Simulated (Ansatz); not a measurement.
## Resistivity from frozen vibrations: Al(111) with 4 thermally displaced layers, 2x2

Wanted: the phonon-limited resistivity of Al at 900 K by the Landauer route.

Program: Ansatz 0.2.0. Level of theory: Ansatz plane-wave DFT, PBE, PAW files; ballistic transport by layer matching (Landauer), zero bias; PAW set soft_1. Results are calculated unless marked as measured.

## 1. The starting structure

The cell holds 40 atoms: 40 Al. Its edges and angles: a = 5.725 Å, b = 5.725 Å, c = 23.429 Å, α = 93.5°, β = 86.5°, γ = 120.0°. It derives from Al. Regions: lead, 24 atoms (24 Al); scattering region, 16 atoms (16 Al). The structure is stacked along c, and the current runs across the ab planes.

## 2. With 4 displaced layers

Each atom of 4 layers is moved at random, by amounts drawn from a normal law 0.1633 Å wide in each direction from the Debye model (428 K) at 900 K. The layers about the cell's end stay perfect and serve as the lead. Disorder leaves little or no symmetry, which makes such runs dear. Energies from -0.05 to 0.05 eV in steps of 0.05 eV are too few for the program's thermal sum, so it prints no conductance; for a metal the transmission near the Fermi level serves, at a fraction of the cost.

input.yaml reads:

```yaml
crystal:
  lattice:
    - [5.7246940741, 0.0, 0.0]
    - [-2.862347037, 4.957730497, 0.0]
    - [1.4311735185, -0.8262884162, 23.3709656917]
  atoms:
    - { symbol: Al, position: [0.9916666667, 0.0083333333, 0.05] }
    - { symbol: Al, position: [0.9916666667, 0.5083333333, 0.05] }
    - { symbol: Al, position: [0.4916666667, 0.0083333333, 0.05] }
    - { symbol: Al, position: [0.4916666667, 0.5083333333, 0.05] }
    - { symbol: Al, position: [0.1416666667, 0.3583333333, 0.15] }
    - { symbol: Al, position: [0.1416666667, 0.8583333333, 0.15] }
    - { symbol: Al, position: [0.6416666667, 0.3583333333, 0.15] }
    - { symbol: Al, position: [0.6416666667, 0.8583333333, 0.15] }
    - { symbol: Al, position: [0.2916666667, 0.2083333333, 0.25] }
    - { symbol: Al, position: [0.2916666667, 0.7083333333, 0.25] }
    - { symbol: Al, position: [0.7916666667, 0.2083333333, 0.25] }
    - { symbol: Al, position: [0.7916666667, 0.7083333333, 0.25] }
    - { symbol: Al, position: [0.9788595298, 0.1060107678, 0.3375188022] }
    - { symbol: Al, position: [0.989928873, 0.5558432494, 0.3444105042] }
    - { symbol: Al, position: [0.4011906058, 0.022407842, 0.3484373772] }
    - { symbol: Al, position: [0.4743282808, 0.5783141067, 0.3544597407] }
    - { symbol: Al, position: [0.015641992, 0.3583994988, 0.460856511] }
    - { symbol: Al, position: [0.153849423, 0.9816513533, 0.4584530519] }
    - { symbol: Al, position: [0.5828813073, 0.4513985109, 0.4543906264] }
    - { symbol: Al, position: [0.5842890038, 0.881332156, 0.4500194256] }
    - { symbol: Al, position: [0.2520274675, 0.2878760094, 0.5508698672] }
    - { symbol: Al, position: [0.2735674759, 0.7333724659, 0.5532916203] }
    - { symbol: Al, position: [0.7430370219, 0.2284887587, 0.541746427] }
    - { symbol: Al, position: [0.7792893408, 0.7751871874, 0.548864567] }
    - { symbol: Al, position: [0.8915162516, 0.0863668821, 0.6516653524] }
    - { symbol: Al, position: [0.8763664869, 0.6156998265, 0.6568898631] }
    - { symbol: Al, position: [0.3971778332, 0.1351182547, 0.6427739905] }
    - { symbol: Al, position: [0.3610792644, 0.5632652614, 0.6492971993] }
    - { symbol: Al, position: [0.0416666667, 0.4583333333, 0.75] }
    - { symbol: Al, position: [0.0416666667, 0.9583333333, 0.75] }
    - { symbol: Al, position: [0.5416666667, 0.4583333333, 0.75] }
    - { symbol: Al, position: [0.5416666667, 0.9583333333, 0.75] }
    - { symbol: Al, position: [0.1916666667, 0.3083333333, 0.85] }
    - { symbol: Al, position: [0.1916666667, 0.8083333333, 0.85] }
    - { symbol: Al, position: [0.6916666667, 0.3083333333, 0.85] }
    - { symbol: Al, position: [0.6916666667, 0.8083333333, 0.85] }
    - { symbol: Al, position: [0.8416666667, 0.1583333333, 0.95] }
    - { symbol: Al, position: [0.8416666667, 0.6583333333, 0.95] }
    - { symbol: Al, position: [0.3416666667, 0.1583333333, 0.95] }
    - { symbol: Al, position: [0.3416666667, 0.6583333333, 0.95] }
kpoints:
  mp_grid: { grid: [5, 5, 1] }
hamiltonian:
  xc: pbe
  pseudopotentials: { kind: paw, azcp: { folder: soft_1 } }
scf:
  occupations: { method: fermi_dirac, width: 0.1 }
output:
  transmission:
    leads: [[0, 4]]
    kmesh: [10, 10]
    e_range: [-0.05, 0.05]
    de: 0.05
  write_potential: true
  write_density: true
  volumetric_format: npy
  elf: true
```

Launch:

```console
ansatz run input.yaml --threads 4 --pin off --max-ram 15360MiB --backend cpu --events-out ev --progress --plain --runs-dir out
```

Numbers of over 12 decimals in the logs are rounded to 6 here.

The log of the run:

```text
Engine: ansatz 0.2.0, aarch64-unknown-linux-gnu
Pseudopotentials: kind: paw
Pseudopotential: Al, paw, valence charge 3, recommended cutoff 420 eV (normal), soft_1/Al.paw.azcp
Functional definition: PBE
  parameter kappa = 0.804
  parameter beta = 0.066725
  exchange = pbe_x(kappa = kappa, mu = beta*pi^2/3)
  correlation = pbe_c(beta = beta)
Crystal: 40 atoms, lattice volume = 663.303 Å³
Basis set: ecut = 420 eV, 13043 PW (Γ)
Bands: 100, of which v1, the nominal top of the filled ones, is band 60 counted from 1 (59 counted from 0)
Symmetry: 1 space group operations
Space group: P1 (ITA 1), of the structure as read, at distance tolerance 8.7e-5 Å
k-points: 13 of 25 (time reversal used)
Non-local potential: Al, projectors of the file, l = 0: 2, l = 1: 2, l = 2: 1
PAW form: soft (Blöchl's): semilocal exchange-correlation on the pseudo side does not see the compensation charge
PAW one-centre angular grid: Al, 110 points (default); XC on 64 Gauss nodes
Initial density: superposition of atomic densities (chi_scale 0.1, normalization cell)
Initial wavefunctions: pseudopotential atomic-orbital guess
Functional: x = pbe(κ = 0.804, μ = 0.219515), c = pbe(β = 0.066725)
SCF iter   1: F=—  HF=-21499.357702 eV  |F-HF|=—  |Δ(HF+E_count)|=         —  Δρ=2.47e-2  dr2=7.29e0  ethr=3.10e-3  ⟨swp⟩=6.6  Hψ=6183  notcnv=0  defer=33
preconditioner: auto → Kerker (q_TF=auto, 2.052 Å⁻¹)  [metal: Δε(μ)=0.010 eV  Ē_g=6.742 eV  σ=0.100 eV  W_gap=0.02  n_scr=86 (ndim 8)  ℏωp=15.8 eV  f_vac=0.000  D(μ)=18.40/eV (n_scr^D=122)]
SCF iter   2: F=—  HF=-21498.335059 eV  |F-HF|=—  |Δ(HF+E_count)|=    1.02e0  Δρ=1.59e-2  dr2=2.32e0  ethr=3.10e-3  ⟨swp⟩=1.2  Hψ=1503  notcnv=0  defer=58
SCF iter   3: F=—  HF=-21497.398797 eV  |F-HF|=—  |Δ(HF+E_count)|=   9.36e-1  Δρ=2.17e-3  dr2=4.57e-2  ethr=1.94e-3  ⟨swp⟩=2.8  Hψ=1918  notcnv=0  defer=105
SCF iter   4: F=—  HF=-21497.381806 eV  |F-HF|=—  |Δ(HF+E_count)|=   1.70e-2  Δρ=2.96e-4  dr2=1.38e-3  ethr=3.81e-5  ⟨swp⟩=1.2  Hψ=1318  notcnv=0  defer=107
SCF iter   5: F=—  HF=-21497.381392 eV  |F-HF|=—  |Δ(HF+E_count)|=   4.14e-4  Δρ=4.20e-5  dr2=3.81e-5  ethr=1.15e-6  ⟨swp⟩=1.2  Hψ=1315  notcnv=0  defer=107
SCF iter   6: F=—  HF=-21497.381413 eV  |F-HF|=—  |Δ(HF+E_count)|=   2.12e-5  Δρ=8.02e-6  dr2=9.77e-7  ethr=3.17e-8  ⟨swp⟩=2.6  Hψ=2095  notcnv=0  defer=107
SCF iter   7: F=-21497.381413 eV  HF=-21497.381413 eV  |F-HF|=2.35e-8  |Δ(HF+E_count)|=   1.72e-7  Δρ=1.49e-6  dr2=3.45e-8  ethr=8.33e-11  ⟨swp⟩=13.4  Hψ=5248  notcnv=0
SCF 1 converged in 7 iterations: F = -21497.381413 eV  dr2 = 3.45e-8
  greatest PAW one-centre occupation: 0.470 electrons in one spin orbital (limit 2), on the Al atom at site 16 (counted from 0), in its partial waves of l = 0
transmission: 159 of 1508 steps passed
transmission: 306 of 1508 steps passed
[...]
transmission: 1508 of 1508 steps passed
SCF converged after 7 iterations
Free energy (F): -21497.381413 eV
Harris-Foulkes:  -21497.381413 eV  (|F-HF|=2.35e-8)
Internal energy: -21496.759631 eV  (E = F + TS)
E sigma→0 (E₀):  -21497.070522 eV
Entropy (-TS):   -0.621782 eV (-15.545 meV/atom)
Fermi energy:    7.901259 eV
--- Per-component energies (eV) ---
  E_band       = 413.077309
  E_kinetic    = 904.398953
  E_local      = 385.719250  (includes V_loc(G=0)·N_el)
  E_nonlocal   = 404.124042
  E_hartree    = 13.817767
  E_xc         = -1508.268519
  E_vxc        = -1167.571092  (∫ρ·V_xc dr)
  E_paw        = -18777.855995  (= ΣΔE_a)
  E_vpaw       = -141.229429  (= ΣTr[D̂ρ^β])
  E_aug_tail   = -0.000083  (compensation charges beyond the density's cutoff)
  E_ewald      = -2918.695045
  E_smearing   = -0.621782  (= −TS)
  E_closure    = 0.000000  (closes the sum)
  Σ components = -21497.381413   (vs F -21497.381413, Δ=0.00e0)
--- Band table (eV; the first three rows and the last of 13) ---
  k-point 0: bands = [... 56 lower, 6.3042, 6.6009, 6.7149, 6.7229, 6.8065, 7.1010, 7.1132, 7.2351, ... 36 higher]
  k-point 1: bands = [... 56 lower, 6.7133, 6.9032, 7.0298, 7.2176, 7.3527, 7.3946, 7.4647, 7.5487, ... 36 higher]
  k-point 2: bands = [... 56 lower, 7.8060, 7.8785, 7.9436, 8.0419, 8.1062, 8.1483, 8.2092, 8.3361, ... 36 higher]
  k-point 12: bands = [... 56 lower, 7.4556, 7.5305, 7.7475, 7.8403, 7.9533, 7.9921, 8.0173, 8.1013, ... 36 higher]
--- Transmission ---
  basis      : 253 plane waves across, 29 finite elements along
  points     : 52, standing for a mesh of 10 x 10
  energies   : 3 from -0.050000 to 0.050000 eV about the Fermi level, 0.050000 eV apart; the leads are filled to 0.000000 eV, and channels, transmission and decay are at 0.000000 eV
  crystal 0  : Al4, at the sites [0, 4], period 2.3371 Å, over 14.02 Å; its Hamiltonian steps by up to 9.3 meV
    offset         : up to 0.0000 Å between an atom of the period and one for which it stands
    channels       : 5.410000e0 a spin
    conductance    : none, the energies end too early or step too widely for 300 K: set another output.transmission.e_range or a lower de, or, where they end at an eighth of basis.ecutwfc, a higher one
  junction   : crystal 0 to crystal 0, 0.70 to 21.73 Å
    transmission   : 4.550607e0 a spin
    conductance    : none, the energies end too early or step too widely for 300 K: set another output.transmission.e_range or a lower de, or, where they end at an eighth of basis.ecutwfc, a higher one
```

Elapsed: 7.7 min, on 4 threads of Arm Neoverse V1, shared host; peak memory 1.7 GiB.

This step gave:

* free energy: -21497.3814 eV
* energy at zero smearing: -21497.0705 eV
* Fermi energy: 7.901 eV
* cell area: 28.38 Å²
* transmission per spin nearest the Fermi level: 4.551
* open channels per spin nearest the Fermi level: 5.41
* step of the lead's potential: 9.3 meV

Per spin. The transmission, zone mean by energy, zero at the Fermi level:

```csv
energy (eV),"transmission, zone mean"
-0.0500,4.43
0.0000,4.55
0.0500,4.64
```

Per spin. Open channels, zone mean, lead against energy, zero at the Fermi level:

```csv
energy (eV),"open channels, zone mean, lead"
-0.0500,5.29
0.0000,5.41
0.0500,5.59
```

Transmission over k1 and k2. At 0.0000 eV from the Fermi level.

Ten even steps from '0' (2.80) to '9' (6.56):
```
3353442020
1438824222
2389898210
3589778843
1539797935
3348877985
2012898983
1222428834
3020244353
0222202222
```
Columns: k1 (b1) from -0.5 to 0.4; rows upwards: k2 (b2) from -0.5 to 0.4.

Open channels over k1 and k2. At 0.0000 eV from the Fermi level.

Ten even steps from '_' (3.00) to '@' (7.00):
```
++####++####++__::__
::##++@@@@++##::::::
::++@@@@@@@@@@++::__
++##@@@@####@@@@##++
::##++@@##@@##@@++##
++++##@@@@####@@@@##
::__::++@@@@@@@@@@++
::::::::##++@@@@++##
++__::__++####++####
::++::::++::++::::++
```
Columns: k1 (b1) from -0.5 to 0.4; rows upwards: k2 (b2) from -0.5 to 0.4.

ELF in the cb plane at fractional x = 0.016, with atoms of Al within 0.2 Å of it. It is the smooth field of the valence electrons, not physical close to the nuclei.

Values, 8 rows by 16 columns, each cell a mean:
```
0.50 0.49 0.57 0.45 0.52 0.41 0.48 0.45 0.66 0.55 0.33 0.55 0.65 0.31 0.27 0.59
0.44 0.60 0.55 0.36 0.51 0.43 0.48 0.55 0.56 0.57 0.41 0.53 0.61 0.55 0.49 0.52
0.50 0.44 0.59 0.54 0.29 0.48 0.40 0.38 0.34 0.55 0.52 0.44 0.51 0.59 0.52 0.49
0.43 0.32 0.57 0.54 0.14 0.46 0.54 0.46 0.45 0.49 0.38 0.56 0.62 0.45 0.37 0.58
0.50 0.49 0.55 0.53 0.57 0.61 0.48 0.21 0.65 0.51 0.25 0.47 0.59 0.28 0.27 0.59
0.43 0.59 0.54 0.54 0.67 0.58 0.43 0.21 0.61 0.55 0.38 0.56 0.59 0.52 0.50 0.52
0.50 0.43 0.58 0.52 0.15 0.49 0.58 0.55 0.45 0.57 0.54 0.38 0.48 0.56 0.53 0.49
0.43 0.31 0.58 0.56 0.23 0.48 0.56 0.55 0.52 0.59 0.46 0.46 0.58 0.44 0.37 0.57
```
Columns run along c (16.0 Å, from fractional 0.16 to 0.84 of the cell), rows up along b (5.7 Å). Atoms in or near the plane, at fractional coordinates: Al at (0.34, 0.11), Al at (0.34, 0.56), Al at (0.46, 0.36), Al at (0.75, 0.46), Al at (0.75, 0.96).

Electrostatic potential energy in the cb plane at fractional x = 0.016, with atoms of Al within 0.2 Å of it. With pseudopotentials it is smooth inside the atoms' cores, unlike the true potential.

Values in units of 1e0 eV, 8 rows by 16 columns, each cell a mean:
```
 0.9  7.7  6.1  7.2  4.5  9.1  0.3 -6.8  5.6  6.0  9.2  7.1  6.7 -0.9 -0.6  7.0
-5.3  6.4  4.7  8.4  6.3  8.8  4.7  0.5  7.5  6.9  8.8  0.7  2.7 -0.1  0.4  6.0
 1.9  8.3  6.8  4.1 -3.8  1.7  9.4  8.9  9.3  7.3  7.5 -5.8 -0.9  6.3  6.1  5.7
 8.2  9.3  7.5  0.9  4.2 -0.4  6.6  2.0  7.8  7.3  8.7  2.7  4.8 -2.2 -3.2  7.1
 1.0  7.8  6.1  5.4 -2.9  5.2 -1.0 -0.3  3.4  7.8  9.8  8.6  7.5 -1.1 -0.8  7.1
-5.3  6.3  4.7  5.8 -0.9  6.9 -1.5 -0.6  3.5  6.4  8.4  2.1  5.2  0.0  0.4  6.0
 1.9  8.2  6.6 -0.6  0.8  2.1  5.7  1.9  7.2  5.3  5.8 -7.3 -0.2  6.4  6.0  5.7
 8.3  9.3  7.4 -0.1 -2.5  4.0  6.0  1.3  7.4  6.6  7.1 -3.0  3.0 -2.1 -3.0  7.1
```
Columns run along c (16.0 Å, from fractional 0.16 to 0.84 of the cell; values clipped at the 3rd and 97th percentile), rows up along b (5.7 Å). Atoms in or near the plane, at fractional coordinates: Al at (0.34, 0.11), Al at (0.34, 0.56), Al at (0.46, 0.36), Al at (0.75, 0.46), Al at (0.75, 0.96).

Valence density in the cb plane at fractional x = 0.016, with atoms of Al within 0.2 Å of it. It is the smooth field of the valence electrons, not physical close to the nuclei.

Ten even steps from '0' (0.06 e/Å³) to '9' (0.29 e/Å³), each cell a mean:
```
65434566655554322344567766543346776761014655
55555665443443222344567665432345666763125655
45666665433444322344555555433346677776555555
45655665444565422234443345443455556666654445
65444566556544432222222334443454456656654445
54333466676201442223322344443455556666665555
54323456676101443344444445433345666665345655
54333566676434554454457665432234555662015655
65545566667888644531148986532224555651015655
45655666567998644520049987532235555664345555
45665666668888644542268887643456666566665455
56555567787445543566777777654566566556654445
65434567885102443467765566655664456556655445
54323467885103433467765566655565566666555555
54323467776444432456666666544456777763125655
```
Columns run along c (16.0 Å, from fractional 0.16 to 0.84 of the cell), rows up along b (5.7 Å). Atoms in or near the plane, at fractional coordinates: Al at (0.34, 0.11), Al at (0.34, 0.56), Al at (0.46, 0.36), Al at (0.75, 0.46), Al at (0.75, 0.96).

Over the solved energies the transmission per spin lies between 4.43 and 4.64, out of 5.43 channels of the lead on average (up to 5.59).

[end of part 1 of 2]

[Logs are printed without paths, hosts, clocks, repeated set-up lines and the standing remarks that a program may print on its own settings, such as how far it seeks lower states.]

[Hosts, paths, dates, database ids (printed as entryN), source tags and the programs' standing remarks are cut or masked in the printed files.]
